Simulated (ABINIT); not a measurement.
**CdSe (Cadmoselite): changed settings of a GW run in ABINIT**

What do changed inputs do to GW on CdSe (Cadmoselite)?

Calculated with ABINIT 10.8.3; PBE and many-body steps on it, plane waves.

The database entry behind the starting cell differs from later determinations by our own check (inner coordinate of an old entry), so it need not match the best structure at ambient conditions.

### Step 1. The starting structure

The structure is hexagonal, space group P6_3mc (No. 186). Conventional cell: a = 4.300 Å, b = 4.300 Å, c = 7.020 Å, α = 90.00°, β = 90.00°, γ = 120.00°. Nearest to Cd lie 4 Se at 2.61 to 2.70 Å. Nearest to Se lie 4 Cd at 2.61 to 2.70 Å. Farther neighbours and most contacts between anions are not listed.

As a file:

```cif
data_structure
_symmetry_space_group_name_H-M 'P6_3mc'
_symmetry_Int_Tables_number 186
_cell_length_a 4.3000
_cell_length_b 4.3000
_cell_length_c 7.0200
_cell_angle_alpha 90.000
_cell_angle_beta 90.000
_cell_angle_gamma 120.000
_cell_volume 112.41
loop_
_atom_site_label
_atom_site_type_symbol
_atom_site_symmetry_multiplicity
_atom_site_Wyckoff_symbol
_atom_site_fract_x
_atom_site_fract_y
_atom_site_fract_z
_atom_site_occupancy
Cd1 Cd 2 b 0.33333 0.66667 0.00000 1
Se1 Se 2 b 0.33333 0.66667 0.38500 1
```

The cell and positions come from the Crystallography Open Database and are kept as given unless a step says otherwise.

### Step 2. Screening, 3×3×2 mesh, 120 bands, screening to 122.5 eV

This step: ABINIT 10.8.3; RPA screening on PBE, plane waves, norm-conserving pseudopotentials.

The RPA dielectric matrix is built and inverted for each q.

File run.abi:

```
acell 3*1.0 Angstrom
rprim 
  4.300000000016 -0.000000000004 0.000000000000
  -2.150000000005 3.723909236288 0.000000000000
  0.000000000000 0.000000000000 7.020000000000
ntypat 2
znucl 48 34
natom 4
typat 1 1 2 2
xred 
  0.333333333333 0.666666666667 0.000000000000
  0.666666666667 0.333333333333 0.500000000000
  0.333333333333 0.666666666667 0.385000000000
  0.666666666667 0.333333333333 0.885000000000
pp_dirpath "pseudos"
pseudos "Cd.upf, Se.upf"
ecut 47
ngkpt 3 3 2
nshiftk 1
shiftk 0 0 0
kptopt 1
chksymbreak 0
istwfk *1
occopt 1
irdwfk 1
optdriver 3
nband 120
ecuteps 4.5
inclvkb 2
awtr 1
symchi 1
indata_prefix "in"
outdata_prefix "out"
tmpdata_prefix "tmp"
```

The run is started by

```console
> OMP_NUM_THREADS=1 mpirun -n 4 abinit run.abi > log
```

Log:

```text
.Version 10.8.3 of ABINIT. v10.8.2 released Aug 2026.

 Symmetries : space group P6_3 m c (#186); Bravais hP (primitive hexag.)
[... echo of the input left out ...]
== DATASET  1 ==================================================================
-   mpi_nproc: 4, omp_nthreads: 1 (-1 if OMP is not activated)

--- !DatasetInfo
iteration_state: {dtset: 1, }
dimensions: {natom: 4, nkpt: 6, mband: 120, nsppol: 1, nspinor: 1, nspden: 1, mpw: 11752, }
cutoff_energies: {ecut:  47.0, pawecutdg:  -1.0, }
electrons: {nelect:   7.20000000E+01, charge:   0.00000000E+00, occopt:   1.00000000E+00, tsmear:   1.00000000E-02, }

 SCREENING: Calculation of the susceptibility and dielectric matrices

 Based on a program developped by R.W. Godby, V. Olevano, G. Onida, and L. Reining.
 Incorporated in ABINIT by V. Olevano, G.-M. Rignanese, and M. Torrent.
.Using double precision arithmetic ; gwpc =  8

[... cell and pseudopotentials left out ...]
--------------------------------------------------------------------------------

 ==== K-mesh for the wavefunctions ====
 Number of points in the irreducible wedge :     6
[... list of points left out ...]
 Together with 12 symmetry operations and time-reversal symmetry
 yields    18 points in the full Brillouin Zone.

 ==== Q-mesh for the screening function ====
 Number of points in the irreducible wedge :     6
[... list of points left out ...]
 Together with 12 symmetry operations and time-reversal symmetry
 yields    18 points in the full Brillouin Zone.

 setmesh: FFT mesh size selected  =    30x   30x   54
          total number of points  =        48600

 vcoul_init : cutoff-mode = AUXILIARY_FUNCTION
 q-points for optical limit:   1
     1)      0.000010    0.000020    0.000030

- screening: taking advantage of time-reversal symmetry
- Maximum band index for partially occupied states nbvw = 36
- Remaining bands to be divided among processors   nbcw = 84
- Number of bands treated by each node ~21

 Number of electrons calculated from density =   72.0000; Expected =   72.0000
 average of density, n =  0.094914
 r_s =    1.3600
 omega_plasma =   29.7181 [eV]

 calculating chi0 at frequencies [eV] :
  1    0.000000E+00    0.000000E+00
  2    0.000000E+00    2.971811E+01

--------------------------------------------------------------------------------
  q-point number  1        q = ( 0.000000, 0.000000, 0.000000) [r.l.u.]
--------------------------------------------------------------------------------
[... chi0 elements left out ...]
 For q-point:  0.000010 0.000020 0.000030
  dielectric constant =  49.3051
  dielectric constant without local fields =  51.8843

  Average fulfillment of the sum rule on Im[epsilon] for q-point    1 :     38.76  [%]
[... wings left out ...]
  q-point number  2        q = ( 0.333333, 0.000000, 0.000000) [r.l.u.]
--------------------------------------------------------------------------------
[... chi0 elements left out ...]
  Average fulfillment of the sum rule on Im[epsilon] for q-point    2 :     42.88  [%]

 [... 4 further q-points ...]
```

Elapsed: 71 s, on 4 MPI ranks of Arm Neoverse V1, shared host; peak memory 1.8 GiB.

Numbers from this step:

- ε∞ with local fields, on this mesh, along the program's q direction: 49.31
- the same without local fields: 51.88
- plasma frequency: 29.72 eV
- plane waves in the screening matrix: 337

Local fields lower ε∞ by 5 %. On a Γ-centred mesh this coarse the value itself is usually too large, while a short band sum pulls it down.

### Step 3. Base

The self-energy is evaluated for the states that the input lists, and the levels follow from it, in one-shot runs by the linearised quasiparticle equation.

This step: G0W0 on PBE, plane waves, norm-conserving pseudopotentials.

Edit run.abi of step 2 so:

```diff
@@ -25,8 +25,15 @@
 irdwfk 1
-optdriver 3
+optdriver 4
 nband 120
+gwcalctyp 0
+ecutsigx 47
+symsigma 1
+nkptgw 1
+kptgw 
+  0.0000000000 0.0000000000 0.0000000000
+bdgw 
+  35 38
 ecuteps 4.5
-inclvkb 2
-awtr 1
-symchi 1
+irdscr 1
+ppmodel 1
 indata_prefix "in"
```

Log:

```text
.Version 10.8.3 of ABINIT. v10.8.2 released Aug 2026.

 Symmetries : space group P6_3 m c (#186); Bravais hP (primitive hexag.)
[... echo of the input left out ...]
== DATASET  1 ==================================================================
-   mpi_nproc: 4, omp_nthreads: 1 (-1 if OMP is not activated)

--- !DatasetInfo
iteration_state: {dtset: 1, }
dimensions: {natom: 4, nkpt: 6, mband: 120, nsppol: 1, nspinor: 1, nspden: 1, mpw: 11752, }
cutoff_energies: {ecut:  47.0, pawecutdg:  -1.0, }
electrons: {nelect:   7.20000000E+01, charge:   0.00000000E+00, occopt:   1.00000000E+00, tsmear:   1.00000000E-02, }

 SIGMA: Calculation of the GW corrections

 Based on a program developped by R.W. Godby, V. Olevano, G. Onida, and L. Reining.
 Incorporated in ABINIT by V. Olevano, G.-M. Rignanese, and M. Torrent.
.Using double precision arithmetic ; gwpc =  8

[... cell and pseudopotentials left out ...]
--------------------------------------------------------------------------------

 ==== K-mesh for the wavefunctions ====
 Number of points in the irreducible wedge :     6
[... list of points left out ...]
 Together with 12 symmetry operations and time-reversal symmetry
 yields    18 points in the full Brillouin Zone.

 ==== Q-mesh for screening function ====
 Number of points in the irreducible wedge :     6
[... list of points left out ...]
 Together with 12 symmetry operations and time-reversal symmetry
 yields    18 points in the full Brillouin Zone.

 vcoul_init : cutoff-mode = AUXILIARY_FUNCTION
 q-points for optical limit:   1
     1)      0.000010    0.000020    0.000030
 setmesh: FFT mesh size selected  =    45x   45x   90
          total number of points  =       182250

 Number of electrons calculated from density =   72.0000; Expected =   72.0000
 average of density, n =  0.094914
 r_s =    1.3600
 omega_plasma =   29.7181 [eV]

 === KS Band Gaps ===
  >>>> For spin  1
   Minimum direct gap =   0.7010 [eV], located at k-point      :   0.0000  0.0000  0.0000
   Fundamental gap    =   0.7010 [eV], Top of valence bands at :   0.0000  0.0000  0.0000
                                       Bottom of conduction at :   0.0000  0.0000  0.0000
 SIGMA fundamental parameters:
 PLASMON POLE MODEL  1
 number of plane-waves for SigmaX                11621
 number of plane-waves for SigmaC and W            337
 number of plane-waves for wavefunctions         11621
 number of bands                                   120
 number of independent spin polarizations            1
 number of spinorial components                      1
 number of k-points in IBZ                           6
 number of q-points in IBZ                           6
 number of symmetry operations                      12
 number of k-points in BZ                           18
 number of q-points in BZ                           18
 number of frequencies for dSigma/dE                 9
 frequency step for dSigma/dE [eV]                0.25
 number of omega for Sigma on real axis              0
 max omega for Sigma on real axis  [eV]           0.00
 zcut for avoiding poles [eV]                     0.10

 EPSILON^-1 parameters (SCR file):
 dimension of the eps^-1 matrix on file            337
 dimension of the eps^-1 matrix used               337
 number of plane-waves for wavefunctions         11621
 number of bands                                   120
 number of q-points in IBZ                           6
 number of frequencies                               2
 number of real frequencies                          1
 number of imag frequencies                          1

 matrix elements of self-energy operator (all in [eV])

 Perturbative Calculation

--- !SelfEnergy_ee
iteration_state: {dtset: 1, }
kpoint     : [   0.000,    0.000,    0.000, ]
spin       : 1
KS_gap     :    0.701
QP_gap     :    1.788
Delta_QP_KS:    1.087
data: !SigmaeeData |
     Band     E0 <VxcDFT>   SigX SigC(E0)      Z dSigC/dE  Sig(E)    E-E0       E
       35   3.993 -15.575 -19.205   2.663   0.793  -0.261 -16.342  -0.767   3.226
       36   3.993 -15.575 -19.205   2.663   0.793  -0.261 -16.342  -0.767   3.226
       37   4.694 -11.685  -8.087  -3.204   0.815  -0.227 -11.364   0.321   5.014
       38   6.115 -11.359  -7.242  -3.507   0.816  -0.225 -10.861   0.498   6.613

== END DATASET(S) ==============================================================
================================================================================

 -outvars: echo values of variables after computation  --------
           etotal      0.0000000000E+00
            nband         120
             nkpt           6
          spgroup         186
 [... the other variables as echoed above ...]

 Calculation completed.
```

It took 8.7 s on 4 MPI ranks; peak memory 1.6 GiB; 35 s of CPU time.

Numbers from this step:

* G0W0 gap on the points computed: 1.788 eV
* starting gap on the mesh: 0.7010 eV
* k of the valence top: 0, 0, 0
* k of the conduction bottom: 0, 0, 0
* Z at the valence top: 0.793
* Z at the conduction bottom: 0.815
* least direct G0W0 gap on the computed points: 1.788 eV

The gap on the mesh goes from 0.70 eV to 1.79 eV, a correction of +1.09 eV.

### Step 4. Coulomb singularity

Edit run.abi of step 3 so:

```diff
@@ -38,2 +38,3 @@
 ppmodel 1
+gw_icutcoul 0
 indata_prefix "in"
```

Log:

```text
.Version 10.8.3 of ABINIT. v10.8.2 released Aug 2026.

 Symmetries : space group P6_3 m c (#186); Bravais hP (primitive hexag.)
[... echo of the input left out ...]
== DATASET  1 ==================================================================
-   mpi_nproc: 4, omp_nthreads: 1 (-1 if OMP is not activated)

--- !DatasetInfo
iteration_state: {dtset: 1, }
dimensions: {natom: 4, nkpt: 6, mband: 120, nsppol: 1, nspinor: 1, nspden: 1, mpw: 11752, }
cutoff_energies: {ecut:  47.0, pawecutdg:  -1.0, }
electrons: {nelect:   7.20000000E+01, charge:   0.00000000E+00, occopt:   1.00000000E+00, tsmear:   1.00000000E-02, }

 SIGMA: Calculation of the GW corrections

 Based on a program developped by R.W. Godby, V. Olevano, G. Onida, and L. Reining.
 Incorporated in ABINIT by V. Olevano, G.-M. Rignanese, and M. Torrent.
.Using double precision arithmetic ; gwpc =  8

[... cell and pseudopotentials left out ...]
--------------------------------------------------------------------------------

 ==== K-mesh for the wavefunctions ====
 Number of points in the irreducible wedge :     6
[... list of points left out ...]
 Together with 12 symmetry operations and time-reversal symmetry
 yields    18 points in the full Brillouin Zone.

 ==== Q-mesh for screening function ====
 Number of points in the irreducible wedge :     6
[... list of points left out ...]
 Together with 12 symmetry operations and time-reversal symmetry
 yields    18 points in the full Brillouin Zone.

 === Spherical cutoff ===

  Cutoff radius .........    14.8273 [Bohr]
  Volume of the sphere ..   13654.44 [Bohr^3]
 q-points for optical limit:   1
     1)      0.000010    0.000020    0.000030
 setmesh: FFT mesh size selected  =    45x   45x   90
          total number of points  =       182250

[...]
number of k-points in IBZ                           6
 number of q-points in IBZ                           6
 number of symmetry operations                      12
 number of k-points in BZ                           18
 number of q-points in BZ                           18
 number of frequencies for dSigma/dE                 9
 frequency step for dSigma/dE [eV]                0.25
 number of omega for Sigma on real axis              0
 max omega for Sigma on real axis  [eV]           0.00
 zcut for avoiding poles [eV]                     0.10

 EPSILON^-1 parameters (SCR file):
 dimension of the eps^-1 matrix on file            337
 dimension of the eps^-1 matrix used               337
 number of plane-waves for wavefunctions         11621
 number of bands                                   120
 number of q-points in IBZ                           6
 number of frequencies                               2
 number of real frequencies                          1
 number of imag frequencies                          1

 matrix elements of self-energy operator (all in [eV])

 Perturbative Calculation

--- !SelfEnergy_ee
iteration_state: {dtset: 1, }
kpoint     : [   0.000,    0.000,    0.000, ]
spin       : 1
KS_gap     :    0.701
QP_gap     :    1.866
Delta_QP_KS:    1.165
data: !SigmaeeData |
     Band     E0 <VxcDFT>   SigX SigC(E0)      Z dSigC/dE  Sig(E)    E-E0       E
       35   3.993 -15.575 -19.534   2.738   0.794  -0.259 -16.546  -0.971   3.022
       36   3.993 -15.575 -19.534   2.738   0.794  -0.259 -16.546  -0.971   3.022
       37   4.694 -11.685  -8.214  -3.232   0.814  -0.228 -11.491   0.194   4.888
       38   6.115 -11.359  -7.246  -3.611   0.814  -0.228 -10.950   0.409   6.524

== END DATASET(S) ==============================================================
================================================================================

 -outvars: echo values of variables after computation  --------
           etotal      0.0000000000E+00
            nband         120
             nkpt           6
          spgroup         186
 [... the other variables as echoed above ...]

 Calculation completed.
```

Run time: 8.7 s. Hardware: 4 MPI ranks; peak memory 1.6 GiB; 34 s of CPU time.

This step gave:

- G0W0 gap on the points computed: 1.866 eV
- starting gap on the mesh: 0.7010 eV
- k of the valence top: 0, 0, 0
- k of the conduction bottom: 0, 0, 0
- Z at the valence top: 0.794
- Z at the conduction bottom: 0.814
- least direct G0W0 gap on the computed points: 1.866 eV

Against G0W0 in ABINIT (3×3×2 mesh, 120 bands, screening to 122.5 eV, Godby-Needs plasmon pole), the gap moves by +0.078 eV.

### Step 5. The runs together

Times are wall times on 4 MPI ranks of Arm Neoverse V1, shared host, good to a factor of about two. A run's time includes the screening step that it read.

| run | mesh | bands | screening cutoff (eV) | DFT gap (eV) | gap on the mesh (eV) | direct (eV) | ε∞ used | time |
| --- | --- | --- | --- | --- | --- | --- | --- | --- |
| base | 3×3×2 | 120 | 122.5 | 0.701 | 1.788 | 1.788 | 49.31 | 80 s |
| Coulomb singularity | 3×3×2 | 120 | 122.5 | 0.701 | 1.866 | 1.866 | 49.31 | 80 s |

### Step 6. Outcome

```json
{
 "base": "1.788 eV",
 "Coulomb singularity": "1.866 eV",
 "known limits": "not at the basis limit; exchange with frozen shells missing; mesh may overstate the screening; no spin-orbit coupling; coarse k mesh"
}
```

Coulomb singularity: +0.078 eV against base (keys changed: gw_icutcoul). Bands and cutoff are finite, so the gap is not at the basis limit. The miss can reach some tenths of an eV and take either sign; the mesh is an error of its own. In the first G0W0 run levels were corrected at 1 k point alone, so a gap called «on the mesh» is the least over those, and an edge elsewhere would be missed. The 3×3×2 mesh is coarse for this cell, which bears on the long-range parts of exchange and screening. The norm-conserving file of at least one element keeps a d shell over frozen s and p shells of the same row. Exchange with those shells is missing from the self-energy, an error of 0.3 to 0.9 eV in cases checked, whose sign depends on which edge lies on those atoms. The RPA ε∞ on this mesh reaches over 25; with a narrow direct gap a coarse mesh can overstate it, and the correction is then too small. The many-body steps are scalar-relativistic: spin-orbit coupling is not in them.

[Paths, hosts, dates, memory and timing lines, banners, echoed tables and standing remarks are left out of the program output.]

[Logs are printed without paths, hosts, clocks, repeated set-up lines and the standing remarks that a program may print on its own settings, such as how far it seeks lower states.]

[Runs of the session that timed out or met a known fault of the program may be left out.]

[No measured gap is set beside runs whose start may be inverted or whose files or cutoffs have a known fault.]

[Hosts, paths, dates, database ids (printed as entryN), source tags and the programs' standing remarks are cut or masked in the printed files.]

[G0W0 gaps are taken among the corrected bands and points alone; a level outside them can change the order at an edge.]

[Where Ansatz stands beside ABINIT at settings called matched, ABINIT's density can come from a denser mesh and the files from another edition; pairs whose starting gaps differed by over 0.03 eV were left out, so agreement reads better than it is.]
